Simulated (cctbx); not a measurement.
## A disordered crystal of nominal Fe3RhC

Cell a = 3.9240 Å, b = 3.9240 Å, c = 3.9240 Å, α = 90.00°, β = 90.00°, γ = 90.00°; space group Pm-3m (no. 221); nominal formula Fe3RhC.

Simulated single-crystal data (cctbx): Ga Kα, λ = 1.3414 Å, to d = 0.83 Å, 50 % of the full sphere, strongest reflection 40000 counts, noise from counting, a 3 % proportional error and a noise floor of 4 counts (s.d.); no absorption, and some extinction, which the refinements don't model.

With every site full:

```text
Rint 0.022, 23 unique reflections to 0.84 A
cycle     R1     wR2    GooF  max shift (A)
   1  0.0767  0.2096  15.628   0.00000
   2  0.0160  0.0241   1.793   0.00000
final R1 0.0160 wR2 0.0241 GooF 1.793  parameters 4  data/parameter 5.8
atom        x        y        z      Ueq    occ   su(xyz)  su(Uiso or U11)
Rh1    0.00000  0.00000  0.00000   0.0095  1.000  0.00000  0.0003
Fe2    0.50000  0.00000  0.50000   0.0066  1.000  0.00000  0.0004
C1     0.50000  0.50000  0.50000   0.0200  1.000  0.00000  0.0019
difference map: max 1.14 min -0.29 rms 0.21
Q1    0.0000  0.5000  0.5000    3    1.14  0.00 A from Fe2
Q2    0.0000  0.0000  0.0000    1    0.98  0.00 A from Rh1
Q3    0.2473  0.2473  0.5000   12    0.14  1.39 A from Fe2
Q4    0.0000  0.2526  0.2526   12    0.11  1.37 A from Fe2
Q5    0.4052  0.4052  0.4052    8    0.03  0.64 A from C1
Q6    0.1008  0.1008  0.4007   24   -0.04  1.66 A from Fe2
```

With the occupancies of the suspect sites free, each still typed as its main element:

```text
Rint 0.022, 23 unique reflections to 0.84 A
cycle     R1     wR2    GooF  max shift (A)
   1  0.0537  0.1432  11.288   0.00000
   2  0.0050  0.0082   0.648   0.00000
final R1 0.0050 wR2 0.0082 GooF 0.647  parameters 6  data/parameter 3.8
atom        x        y        z      Ueq    occ   su(xyz)  su(Uiso or U11)
Rh1    0.00000  0.00000  0.00000   0.0103  0.984  0.00000  0.0001
Fe2    0.50000  0.00000  0.50000   0.0087  1.011  0.00000  0.0002
C1     0.50000  0.50000  0.50000   0.0221  1.000  0.00000  0.0011
su of occupancy Rh1: 0.014
su of occupancy Fe2: 0.016
difference map: max 0.17 min -0.23 rms 0.06
Q1    0.0000  0.0000  0.0000    1    0.17  0.00 A from Rh1
Q2    0.2473  0.2473  0.5000   12    0.16  1.39 A from Fe2
Q3    0.0000  0.2566  0.2566   12    0.16  1.35 A from Fe2
Q4    0.0000  0.5000  0.5000    3    0.13  0.00 A from Fe2
Q5    0.1176  0.3943  0.3943   24    0.07  0.75 A from Fe2
Q6    0.1312  0.1312  0.1312    8    0.03  0.89 A from Rh1
```

**Question.** What is the disorder?

X-rays count electrons. Rh1 refines to 0.984(0.014), or 44.3 electrons; the site truly holds 0.95 Rh and 0.05 Fe, 44.0 electrons, which is 0.979 of Rh; Fe2 refines to 1.011(0.016), or 26.3 electrons; the site truly holds 0.9833 Fe and 0.0167 Rh, 26.3 electrons, which is 1.012 of Fe. All are within 3 s.u. of full, so these data don't show the disorder. Occupancy correlates with U and the scale, and the two elements' form factors differ in shape, so the match is approximate.

Freeing them takes R1 from 0.0160 to 0.0050 and GooF from 1.79 to 0.65.

The model is made up (kin elements in a known structure type, no relaxation), so it says nothing on whether the phase exists.

[Middle refinement cycles are left out of these outputs.]

[Logs are printed without paths, hosts, clocks, repeated set-up lines and the standing remarks that a program may print on its own settings, such as how far it seeks lower states.]
